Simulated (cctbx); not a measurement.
**What is wrong with this refinement?**

Cell a = 12.6490 Å, b = 12.6490 Å, c = 12.6490 Å, α = 90.00°, β = 90.00°, γ = 90.00°; space group Fm-3m (no. 225).

Simulated single-crystal data (cctbx): synchrotron X-rays, λ = 0.6889 Å, to d = 0.77 Å, 80 % of the full sphere, strongest reflection 40000 counts, noise from counting, a 4 % proportional error and a noise floor of 15 counts (s.d.); no absorption.

An anisotropic refinement with weights 1/σ² prints:

```text
Rint 0.038, 155 unique reflections to 0.77 A
cycle     R1     wR2    GooF  max shift (A)
   1  0.4932  0.8070  62.271   0.03620
   3  0.4698  0.7696  59.386   0.00033
final R1 0.4699 wR2 0.7696 GooF 59.386  parameters 11  data/parameter 14.1
atom        x        y        z      Ueq    occ   su(xyz)  su(Uiso or U11)
Sm1    0.71785  0.00000  0.00000  -0.0044  1.000  0.00153  0.0110  NPD
Ge1    0.50000  0.00000  0.00000   0.0109  1.000  0.00000  0.0216
Mn1    0.00000  0.00000  0.00000  -0.0297  1.000  0.00000  0.0119  NPD
Mn2    0.00000  0.75000  0.75000  -0.0117  1.000  0.00000  0.0162  NPD
Mn3    0.12613  0.62613  0.62613  -0.0115  1.000  0.00178  0.0084  NPD
difference map: max 179.27 min -24.47 rms 12.42
Q1    0.1707  0.1707  0.3293   32  186.38  2.58 A from Mn2
Q2    0.0000  0.0000  0.2842   24  178.96  0.03 A from Sm1
Q3    0.0000  0.0000  0.5000    4   84.43  0.00 A from Ge1
Q4    0.0000  0.0000  0.0000    4   70.38  0.00 A from Mn1
Q5    0.0000  0.2500  0.2500   24   44.70  0.00 A from Mn2
Q6    0.1197  0.1197  0.1197   32   42.18  0.14 A from Mn3
```

Q: Accept it or mend it, and why?

Mend it. The fault: an atom left out, Zn at (0.3304, 0.8304, 0.8304). Against the right model at the same level, R1 goes from 0.0062 to 0.4699 and GooF from 1.00 to 59.39, the top difference peak, 186.4 e/Å³, lies 2.58 Å from Mn2 and Sm1, Mn1, Mn2 and Mn3 go non-positive-definite. Q1 is the missing atom. With scattering power missing, scale and phases suffer, so peaks may also grow on the heavy atoms.

The compound is Sm6Mn15Zn8Ge. The right model at the same level gives:

```text
Rint 0.038, 155 unique reflections to 0.77 A
cycle     R1     wR2    GooF  max shift (A)
   1  0.0065  0.0131   1.019   0.00012
   2  0.0062  0.0129   1.004   0.00000
final R1 0.0062 wR2 0.0129 GooF 1.004  parameters 14  data/parameter 11.1
atom        x        y        z      Ueq    occ   su(xyz)  su(Uiso or U11)
Sm1    0.71701  0.00000  0.00000   0.0031  1.000  0.00001  0.0001
Ge1    0.50000  0.00000  0.00000   0.0053  1.000  0.00000  0.0002
Zn1    0.33042  0.83042  0.83042   0.0036  1.000  0.00001  0.0001
Mn1    0.00000  0.00000  0.00000   0.0036  1.000  0.00000  0.0002
Mn2    0.00000  0.75000  0.75000   0.0035  1.000  0.00000  0.0002
Mn3    0.12464  0.62464  0.62464   0.0035  1.000  0.00002  0.0001
difference map: max 1.83 min -0.57 rms 0.13
Q1    0.0000  0.0000  0.0000    4    1.83  0.00 A from Mn1
Q2    0.2230  0.2230  0.2770   32    0.92  1.17 A from Zn1
Q3    0.0000  0.1242  0.3758   48    0.55  1.96 A from Sm1
Q4    0.1712  0.1712  0.3288   32    0.50  0.04 A from Zn1
Q5    0.1000  0.1000  0.4000   32    0.42  1.52 A from Zn1
Q6    0.1983  0.1983  0.1983   32    0.32  1.61 A from Mn3
```

Isotropic U is held between 0.0001 and 1 Å² by the program, and listed peak heights are interpolated, so they can pass the grid's maximum.

This is a model crystal, built by substitution and not relaxed, with assumed displacement parameters.

[Middle refinement cycles are left out of these outputs.]

[Logs are printed without paths, hosts, clocks, repeated set-up lines and the standing remarks that a program may print on its own settings, such as how far it seeks lower states.]
